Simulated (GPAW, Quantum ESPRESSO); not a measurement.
Consider CdAg (Pm-3m).

```xyz
2
Lattice="3.3300 0.0000 0.0000 0.0000 3.3300 0.0000 0.0000 0.0000 3.3300" Properties=species:S:1:pos:R:3 pbc="T T T"
Cd    1.6650    1.6650    1.6650
Ag    0.0000    0.0000    0.0000
```

Absorber: atom 2, with 8 Cd at 2.88 Å and 6 Ag at 3.33 Å (cube and octahedron, as in bcc, site symmetry m-3m). Method: GPAW, LDA, excited-electron core hole (neutral cell), 16-atom cell with 6.7 Å between holes, 5×5×5 k points, dipole transitions, Gaussian full width 2.4 eV up to 4 eV, rising linearly to 3.5 eV at 25 eV.

Predict the near-edge structure at the Ag L₃ edge.

Main maxima up to 30 eV above the zero (height): 5.0 eV (0.88), 11.2 eV (1.11), 18.0 eV (1.56) and 24.0 eV (1.30). At an L edge the dipole rule selects empty d and s states; the absorber's d shell is nominally full, so the onset shows only d character mixed into the empty bands. 

The Ag L₃ spectrum (energy from the lowest empty level; intensity scaled to a mean of 1 over the first 20 eV):

```
E (eV)  intensity
  -2.0       0.02
  -1.0       0.10
   0.0       0.32
   1.0       0.64
   2.0       0.85
   3.0       0.87
   4.0       0.87
   5.0       0.88
   6.0       0.86
   7.0       0.83
   8.0       0.83
   9.0       0.89
  10.0       1.02
  11.0       1.11
  12.0       1.08
  13.0       0.95
  14.0       0.87
  15.0       0.91
  16.0       1.15
  17.0       1.44
  18.0       1.56
  19.0       1.49
  20.0       1.36
  21.0       1.27
  22.0       1.24
  23.0       1.27
  24.0       1.30
  25.0       1.26
  26.0       1.15
  27.0       1.04
  28.0       0.97
  29.0       0.95
  30.0       0.97
  31.0       1.05
  32.0       1.19
```

Only the L₃ part is meant: spin–orbit coupling of the core level isn't computed and the L₂ copy isn't added. The script folds with a Gaussian, whereas the core hole's own line is a Lorentzian, so the onset is too steep and the first peak too high. Lifetime broadening is put in by hand, and intensities beyond about 20 eV depend on it and on the partial waves. The structure is a published determination, not relaxed.

[Banner, clock and machine lines of the logs are left out without a mark of their own.]

[Logs are printed without paths, hosts, clocks, repeated set-up lines and the standing remarks that a program may print on its own settings, such as how far it seeks lower states.]

[Hosts, paths, dates, database ids (printed as entryN), source tags and the programs' standing remarks are cut or masked in the printed files.]

[Lists of maxima count a maximum above −3 eV only where it reaches 4 % of the highest in the window and stands out from its surroundings by 2 % of it (1.5 % where it reaches 55 %); shoulders and weaker maxima are passed over, and of the rest the first, up to two pre-edge ones and the few strongest are named.]
